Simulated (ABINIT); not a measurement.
# Gap slopes of TiO2 (Rutile) from G0W0 (hydrostatic strain)

Aim: the gap of TiO2 (Rutile) under hydrostatic strain, by PBE and G0W0.

Method: PBE and many-body steps on it, plane waves, in ABINIT 10.8.3.

**1. Set-up**

The structure is tetragonal, space group P4_2/mnm (No. 136). Conventional cell: a = 4.592 Å, b = 4.592 Å, c = 2.957 Å, α = 90.00°, β = 90.00°, γ = 90.00°. Nearest to Ti lie 6 O at 1.95 to 1.98 Å. Nearest to O lie 3 Ti at 1.95 to 1.98 Å. Farther neighbours and most contacts between anions are not listed.

Geometry: measured (diffraction), ions relaxed with PBE. The runs that relaxed it are not among those shown.

**2. Ground state**

This step: ABINIT 10.8.3; DFT, PBE, plane waves, norm-conserving pseudopotentials.

The ground-state density comes first.

The input, run.abi:

```
acell 3*1.0 Angstrom
rprim 
  4.592200000000 0.000000000000 0.000000000000
  0.000000000000 4.592200000000 0.000000000000
  0.000000000000 0.000000000000 2.957400000000
ntypat 2
znucl 22 8
natom 6
typat 1 1 2 2 2 2
xred 
  0.000000000000 -0.000000000000 0.000000000000
  0.500000000000 0.500000000000 0.500000000000
  0.304211085228 0.304211085228 0.000000000000
  0.195788914772 0.804211085228 0.500000000000
  0.695788914772 0.695788914772 0.000000000000
  0.804211085228 0.195788914772 0.500000000000
pp_dirpath "pseudos"
pseudos "Ti.upf, O.upf"
ecut 38
ngkpt 4 4 8
nshiftk 1
shiftk 0 0 0
kptopt 1
chksymbreak 0
nband 31
occopt 1
tolvrs 1e-10
nstep 60
prtwf 0
optforces 0
optstress 0
indata_prefix "in"
outdata_prefix "out"
tmpdata_prefix "tmp"
```

Launch:

```sh
> OMP_NUM_THREADS=1 mpirun -n 4 abinit run.abi > log
```

Numbers of over 12 decimals in the logs are rounded to 6 here.

The log of the run:

```text
.Version 10.8.3 of ABINIT. v10.8.2 released Aug 2026.

 Symmetries : space group P4_2/m n m (#136); Bravais tP (primitive tetrag.)
================================================================================
 Values of the parameters that define the memory need of the present run
     intxc =       0    ionmov =       0      iscf =       7    lmnmax =       6
     lnmax =       6     mgfft =      50  mpssoang =       3    mqgrid =    3001
     natom =       6  nloc_mem =       1    nspden =       1   nspinor =       1
[...]
psp_core            :  6.17517158894087E+00
local_psp           : -1.49304643647223E+02
non_local_psp       : -8.42129178892957E+00
total_energy        : -1.85210019928707E+02
total_energy_eV     : -5.03982138890588E+03
band_energy         : -2.04942316181508E+01

== END DATASET(S) ==============================================================
================================================================================

 -outvars: echo values of variables after computation  --------
           etotal     -1.8521001993E+02
            nband          31
             nkpt          30
          spgroup         136
 [... the other variables as echoed above ...]

 Calculation completed.
```

Run time: 73 s. Hardware: 4 MPI ranks of Arm Neoverse V1, shared host; peak memory 0.35 GiB; 4.8 min of CPU time.

Numbers from this step:

- total energy: -5039.8214 eV
- gap: 1.888 eV
- k of the valence top: 0, 0, 0
- k of the conduction bottom: 0, 0, 0
- least direct gap: 1.888 eV

The gap is direct, at Γ.

**3. Empty states on the mesh, 4×4×4 mesh, 91 bands**

The sums over transitions need many empty states on a uniform mesh; this step solves for them.

run.abi: that of step 2 with these lines changed.

```diff
@@ -19,3 +19,3 @@
 ecut 38
-ngkpt 4 4 8
+ngkpt 4 4 4
 nshiftk 1
@@ -24,9 +24,10 @@
 chksymbreak 0
-nband 31
-occopt 1
-tolvrs 1e-10
+iscf -2
+irdden 1
+istwfk *1
+nband 91
+nbdbuf 8
+tolwfr 1e-09
 nstep 60
-prtwf 0
-optforces 0
-optstress 0
+prtvol 0
 indata_prefix "in"
```

The log of the run:

```text
.Version 10.8.3 of ABINIT. v10.8.2 released Aug 2026.

 Symmetries : space group P4_2/m n m (#136); Bravais tP (primitive tetrag.)
[... echo of the input left out ...]
== DATASET  1 ==================================================================
-   mpi_nproc: 4, omp_nthreads: 1 (-1 if OMP is not activated)

--- !DatasetInfo
iteration_state: {dtset: 1, }
dimensions: {natom: 6, nkpt: 18, mband: 91, nsppol: 1, nspinor: 1, nspden: 1, mpw: 4748, }
cutoff_energies: {ecut:  38.0, pawecutdg:  -1.0, }
[...]
1.70592    1.72625    1.76057    1.76057    1.80197    1.80197    1.81060    1.81722
   1.86048    1.91142    1.93995    2.00856    2.00856    2.04571    2.09070    2.10022
   2.10055    2.12922    2.13759
 prteigrs : prtvol=0 or 1, do not print more k-points.

== END DATASET(S) ==============================================================
================================================================================

 -outvars: echo values of variables after computation  --------
            nband          91
             nkpt          18
          spgroup         136
 [... the other variables as echoed above ...]

 Calculation completed.
```

The job ended after 54 s (4 MPI ranks; peak memory 0.39 GiB; 3.6 min of CPU time).

This step gave:

```yaml
gap: 1.888 eV
k_of_the_valence_top: 0, 0, 0
k_of_the_conduction_bottom: 0, 0, 0
least_direct_gap: 1.888 eV
k_points_computed: 18
lowest_point_of_the_top_converged_band_above_the_valence_top: 44.84 eV
```

On this mesh the gap is 1.888 eV.

**4. Screening, 4×4×4 mesh, 83 bands, screening to 103.4 eV**

The RPA dielectric matrix is built and inverted for each q.

This step: RPA screening on PBE, plane waves, norm-conserving pseudopotentials.

run.abi: that of step 3 with these lines changed.

```diff
@@ -24,10 +24,11 @@
 chksymbreak 0
-iscf -2
-irdden 1
 istwfk *1
-nband 91
-nbdbuf 8
-tolwfr 1e-09
-nstep 60
-prtvol 0
+occopt 1
+irdwfk 1
+optdriver 3
+nband 83
+ecuteps 3.8
+inclvkb 2
+awtr 1
+symchi 1
 indata_prefix "in"
```

The log of the run:

```text
.Version 10.8.3 of ABINIT. v10.8.2 released Aug 2026.

 Symmetries : space group P4_2/m n m (#136); Bravais tP (primitive tetrag.)
[... echo of the input left out ...]
== DATASET  1 ==================================================================
-   mpi_nproc: 4, omp_nthreads: 1 (-1 if OMP is not activated)

--- !DatasetInfo
iteration_state: {dtset: 1, }
dimensions: {natom: 6, nkpt: 18, mband: 83, nsppol: 1, nspinor: 1, nspden: 1, mpw: 4748, }
cutoff_energies: {ecut:  38.0, pawecutdg:  -1.0, }
[...]
--------------------------------------------------------------------------------
[... chi0 elements left out ...]
 For q-point:  0.000010 0.000020 0.000030
  dielectric constant =   8.5967
  dielectric constant without local fields =   8.9352

  Average fulfillment of the sum rule on Im[epsilon] for q-point    1 :     46.96  [%]
[... wings left out ...]
  q-point number  2        q = ( 0.250000, 0.000000, 0.000000) [r.l.u.]
--------------------------------------------------------------------------------
[... chi0 elements left out ...]
  Average fulfillment of the sum rule on Im[epsilon] for q-point    2 :     62.12  [%]

 [... 16 further q-points ...]
```

It took 2.3 min on 4 MPI ranks; peak memory 1.7 GiB.

This step gave:

```
ε∞ with local fields, on this mesh, along the program's q direction : 8.597
the same without local fields                                       : 8.935
plasma frequency                                                    : 32.58 eV
plane waves in the screening matrix                                 : 145
```

Local fields lower ε∞ by 4 %. On a Γ-centred mesh this coarse the value itself is usually too large, while a short band sum pulls it down.

**5. G0W0, strain +0 %**

The self-energy is evaluated for the states that the input lists, and the levels follow from it, in one-shot runs by the linearised quasiparticle equation.

This step: G0W0 on PBE, plane waves, norm-conserving pseudopotentials.

run.abi: that of step 4 with these lines changed.

```diff
@@ -27,8 +27,15 @@
 irdwfk 1
-optdriver 3
+optdriver 4
 nband 83
+gwcalctyp 0
+ecutsigx 38
+symsigma 1
+nkptgw 1
+kptgw 
+  0.0000000000 0.0000000000 0.0000000000
+bdgw 
+  22 26
 ecuteps 3.8
-inclvkb 2
-awtr 1
-symchi 1
+irdscr 1
+ppmodel 1
 indata_prefix "in"
```

The log of the run:

```text
.Version 10.8.3 of ABINIT. v10.8.2 released Aug 2026.

 Symmetries : space group P4_2/m n m (#136); Bravais tP (primitive tetrag.)
[... echo of the input left out ...]
== DATASET  1 ==================================================================
-   mpi_nproc: 4, omp_nthreads: 1 (-1 if OMP is not activated)

--- !DatasetInfo
iteration_state: {dtset: 1, }
dimensions: {natom: 6, nkpt: 18, mband: 83, nsppol: 1, nspinor: 1, nspden: 1, mpw: 4748, }
cutoff_energies: {ecut:  38.0, pawecutdg:  -1.0, }
electrons: {nelect:   4.80000000E+01, charge:   0.00000000E+00, occopt:   1.00000000E+00, tsmear:   1.00000000E-02, }

 SIGMA: Calculation of the GW corrections

 Based on a program developped by R.W. Godby, V. Olevano, G. Onida, and L. Reining.
 Incorporated in ABINIT by V. Olevano, G.-M. Rignanese, and M. Torrent.
.Using double precision arithmetic ; gwpc =  8

[... cell and pseudopotentials left out ...]
--------------------------------------------------------------------------------

 ==== K-mesh for the wavefunctions ====
 Number of points in the irreducible wedge :    18
[... list of points left out ...]
 Together with 16 symmetry operations and time-reversal symmetry
 yields    64 points in the full Brillouin Zone.

 ==== Q-mesh for screening function ====
 Number of points in the irreducible wedge :    18
[... list of points left out ...]
 Together with 16 symmetry operations and time-reversal symmetry
 yields    64 points in the full Brillouin Zone.

 vcoul_init : cutoff-mode = AUXILIARY_FUNCTION
 q-points for optical limit:   1
     1)      0.000010    0.000020    0.000030
 setmesh: FFT mesh size selected  =    50x   50x   32
          total number of points  =        80000

 Number of electrons calculated from density =   48.0000; Expected =   48.0000
 average of density, n =  0.114049
 r_s =    1.2792
 omega_plasma =   32.5763 [eV]

 === KS Band Gaps ===
  >>>> For spin  1
   Minimum direct gap =   1.8877 [eV], located at k-point      :   0.0000  0.0000  0.0000
   Fundamental gap    =   1.8877 [eV], Top of valence bands at :   0.0000  0.0000  0.0000
                                       Bottom of conduction at :   0.0000  0.0000  0.0000
 SIGMA fundamental parameters:
 PLASMON POLE MODEL  1
 number of plane-waves for SigmaX                 4679
 number of plane-waves for SigmaC and W            145
 number of plane-waves for wavefunctions          4679
 number of bands                                    83
 number of independent spin polarizations            1
 number of spinorial components                      1
 number of k-points in IBZ                          18
 number of q-points in IBZ                          18
 number of symmetry operations                      16
 number of k-points in BZ                           64
 number of q-points in BZ                           64
 number of frequencies for dSigma/dE                 9
 frequency step for dSigma/dE [eV]                0.25
 number of omega for Sigma on real axis              0
 max omega for Sigma on real axis  [eV]           0.00
 zcut for avoiding poles [eV]                     0.10

 EPSILON^-1 parameters (SCR file):
 dimension of the eps^-1 matrix on file            145
 dimension of the eps^-1 matrix used               145
 number of plane-waves for wavefunctions          4679
 number of bands                                    83
 number of q-points in IBZ                          18
 number of frequencies                               2
 number of real frequencies                          1
 number of imag frequencies                          1

 matrix elements of self-energy operator (all in [eV])

 Perturbative Calculation

--- !SelfEnergy_ee
iteration_state: {dtset: 1, }
kpoint     : [   0.000,    0.000,    0.000, ]
spin       : 1
KS_gap     :    1.888
QP_gap     :    3.376
Delta_QP_KS:    1.488
data: !SigmaeeData |
     Band     E0 <VxcDFT>   SigX SigC(E0)      Z dSigC/dE  Sig(E)    E-E0       E
       22   5.207 -20.666 -25.173   5.005   0.772  -0.295 -20.282   0.385   5.591
       23   5.207 -20.666 -25.173   5.005   0.772  -0.295 -20.282   0.385   5.591
       24   5.675 -20.456 -25.125   5.200   0.766  -0.305 -20.049   0.407   6.081
       25   7.562 -20.136 -12.047  -5.665   0.782  -0.279 -18.241   1.894   9.457
       26   7.845 -19.774 -12.071  -5.415   0.782  -0.278 -17.984   1.790   9.636

== END DATASET(S) ==============================================================
================================================================================

 -outvars: echo values of variables after computation  --------
           etotal      0.0000000000E+00
            nband          83
             nkpt          18
          spgroup         136
 [... the other variables as echoed above ...]

 Calculation completed.
```

It took 5.9 s on 4 MPI ranks; peak memory 1.1 GiB; 23 s of CPU time.

Numbers from this step:

* G0W0 gap on the points computed: 3.376 eV
* starting gap on the mesh: 1.888 eV
* k of the valence top: 0, 0, 0
* k of the conduction bottom: 0, 0, 0
* Z at the valence top: 0.766
* Z at the conduction bottom: 0.782
* least direct G0W0 gap on the computed points: 3.376 eV

The gap on the mesh goes from 1.89 eV to 3.38 eV, a correction of +1.49 eV.

**6. G0W0, strain -1 %**

The cell differs from the one that the last finished run ended in (a 4.592 → 4.546 Å, b 4.592 → 4.546 Å, c 2.957 → 2.928 Å).

The input, run.abi:

```
acell 3*1.0 Angstrom
rprim 
  4.546278000000 0.000000000000 0.000000000000
  0.000000000000 4.546278000000 0.000000000000
  0.000000000000 0.000000000000 2.927826000000
ntypat 2
znucl 22 8
natom 6
typat 1 1 2 2 2 2
xred 
  0.000000000000 0.000000000000 0.000000000000
  0.500000000000 0.500000000000 0.500000000000
  0.303234935125 0.303234935125 -0.000000000000
  0.196765064875 0.803234935125 0.500000000000
  0.696765064875 0.696765064875 -0.000000000000
  0.803234935125 0.196765064875 0.500000000000
pp_dirpath "pseudos"
pseudos "Ti.upf, O.upf"
ecut 38
ngkpt 4 4 4
nshiftk 1
shiftk 0 0 0
kptopt 1
chksymbreak 0
istwfk *1
occopt 1
irdwfk 1
optdriver 4
nband 81
gwcalctyp 0
ecutsigx 38
symsigma 1
nkptgw 1
kptgw 
  0.0000000000 0.0000000000 0.0000000000
bdgw 
  22 26
ecuteps 3.8
irdscr 1
ppmodel 1
indata_prefix "in"
outdata_prefix "out"
tmpdata_prefix "tmp"
```

The log of the run:

```text
.Version 10.8.3 of ABINIT. v10.8.2 released Aug 2026.

 Symmetries : space group P4_2/m n m (#136); Bravais tP (primitive tetrag.)
[... echo of the input left out ...]
== DATASET  1 ==================================================================
-   mpi_nproc: 4, omp_nthreads: 1 (-1 if OMP is not activated)

--- !DatasetInfo
iteration_state: {dtset: 1, }
dimensions: {natom: 6, nkpt: 18, mband: 81, nsppol: 1, nspinor: 1, nspden: 1, mpw: 4604, }
cutoff_energies: {ecut:  38.0, pawecutdg:  -1.0, }
[...]
24   6.033 -20.532 -25.236   5.227   0.769  -0.301 -20.129   0.403   6.436
       25   7.958 -20.143 -12.085  -5.603   0.785  -0.274 -18.216   1.926   9.885
       26   8.237 -19.802 -12.144  -5.335   0.786  -0.272 -17.975   1.826  10.063

== END DATASET(S) ==============================================================
================================================================================

 -outvars: echo values of variables after computation  --------
           etotal      0.0000000000E+00
            nband          81
             nkpt          18
          spgroup         136
 [... the other variables as echoed above ...]

 Calculation completed.
```

Elapsed: 5.6 s, on 4 MPI ranks; peak memory 1 GiB.

Numbers from this step:

| Quantity | Value |
| --- | --- |
| G0W0 gap on the points computed | 3.449 eV |
| starting gap on the mesh | 1.925 eV |
| k of the valence top | 0, 0, 0 |
| k of the conduction bottom | 0, 0, 0 |
| least direct G0W0 gap on the computed points | 3.449 eV |

The gap on the mesh goes from 1.93 eV to 3.45 eV, a correction of +1.52 eV.

Ground state, empty states and screening of this cell were made anew, as for the first cell; those steps are not shown. Geometry: measured (diffraction), hydrostatic strain, ions relaxed with PBE.

**7. G0W0, strain +1 %**

The cell differs from the one that the last finished run ended in (a 4.546 → 4.638 Å, b 4.546 → 4.638 Å, c 2.928 → 2.987 Å).

The input, run.abi:

```
acell 3*1.0 Angstrom
rprim 
  4.638122000000 0.000000000000 0.000000000000
  0.000000000000 4.638122000000 0.000000000000
  0.000000000000 0.000000000000 2.986974000000
ntypat 2
znucl 22 8
natom 6
typat 1 1 2 2 2 2
xred 
  0.000000000000 0.000000000000 0.000000000000
  0.500000000000 0.500000000000 0.500000000000
  0.305322046973 0.305322046973 0.000000000000
  0.194677953027 0.805322046973 0.500000000000
  0.694677953027 0.694677953027 0.000000000000
  0.805322046973 0.194677953027 0.500000000000
pp_dirpath "pseudos"
pseudos "Ti.upf, O.upf"
ecut 38
ngkpt 4 4 4
nshiftk 1
shiftk 0 0 0
kptopt 1
chksymbreak 0
istwfk *1
occopt 1
irdwfk 1
optdriver 4
nband 85
gwcalctyp 0
ecutsigx 38
symsigma 1
nkptgw 1
kptgw 
  0.0000000000 0.0000000000 0.0000000000
bdgw 
  22 26
ecuteps 3.8
irdscr 1
ppmodel 1
indata_prefix "in"
outdata_prefix "out"
tmpdata_prefix "tmp"
```

The log of the run:

```text
.Version 10.8.3 of ABINIT. v10.8.2 released Aug 2026.

 Symmetries : space group P4_2/m n m (#136); Bravais tP (primitive tetrag.)
[... echo of the input left out ...]
== DATASET  1 ==================================================================
-   mpi_nproc: 4, omp_nthreads: 1 (-1 if OMP is not activated)

--- !DatasetInfo
iteration_state: {dtset: 1, }
dimensions: {natom: 6, nkpt: 18, mband: 85, nsppol: 1, nspinor: 1, nspden: 1, mpw: 4904, }
cutoff_energies: {ecut:  38.0, pawecutdg:  -1.0, }
[...]
24   5.325 -20.380 -25.010   5.180   0.762  -0.313 -19.961   0.419   5.744
       25   7.180 -20.132 -12.016  -5.719   0.777  -0.287 -18.269   1.863   9.044
       26   7.472 -19.750 -12.004  -5.451   0.779  -0.284 -17.962   1.788   9.261

== END DATASET(S) ==============================================================
================================================================================

 -outvars: echo values of variables after computation  --------
           etotal      0.0000000000E+00
            nband          85
             nkpt          18
          spgroup         136
 [... the other variables as echoed above ...]

 Calculation completed.
```

Run time: 6.2 s. Hardware: 4 MPI ranks; peak memory 1.1 GiB; 25 s of CPU time.

This step gave:

```yaml
g0w0_gap_on_the_points_computed: 3.300 eV
starting_gap_on_the_mesh: 1.856 eV
k_of_the_valence_top: 0, 0, 0
k_of_the_conduction_bottom: 0, 0, 0
least_direct_g0w0_gap_on_the_computed_points: 3.300 eV
```

The gap on the mesh goes from 1.86 eV to 3.30 eV, a correction of +1.44 eV.

Again on this cell's own states.

(Part 1 of 2 ends here.)

[Paths, hosts, dates, memory and timing lines, banners, echoed tables and standing remarks are left out of the program output.]

[Logs are printed without paths, hosts, clocks, repeated set-up lines and the standing remarks that a program may print on its own settings, such as how far it seeks lower states.]

[Runs of the session that timed out or met a known fault of the program may be left out.]

[Hosts, paths, dates, database ids (printed as entryN), source tags and the programs' standing remarks are cut or masked in the printed files.]

[G0W0 gaps are taken among the corrected bands and points alone; a level outside them can change the order at an edge.]

[Where Ansatz stands beside ABINIT at settings called matched, ABINIT's density can come from a denser mesh and the files from another edition; pairs whose starting gaps differed by over 0.03 eV were left out, so agreement reads better than it is.]
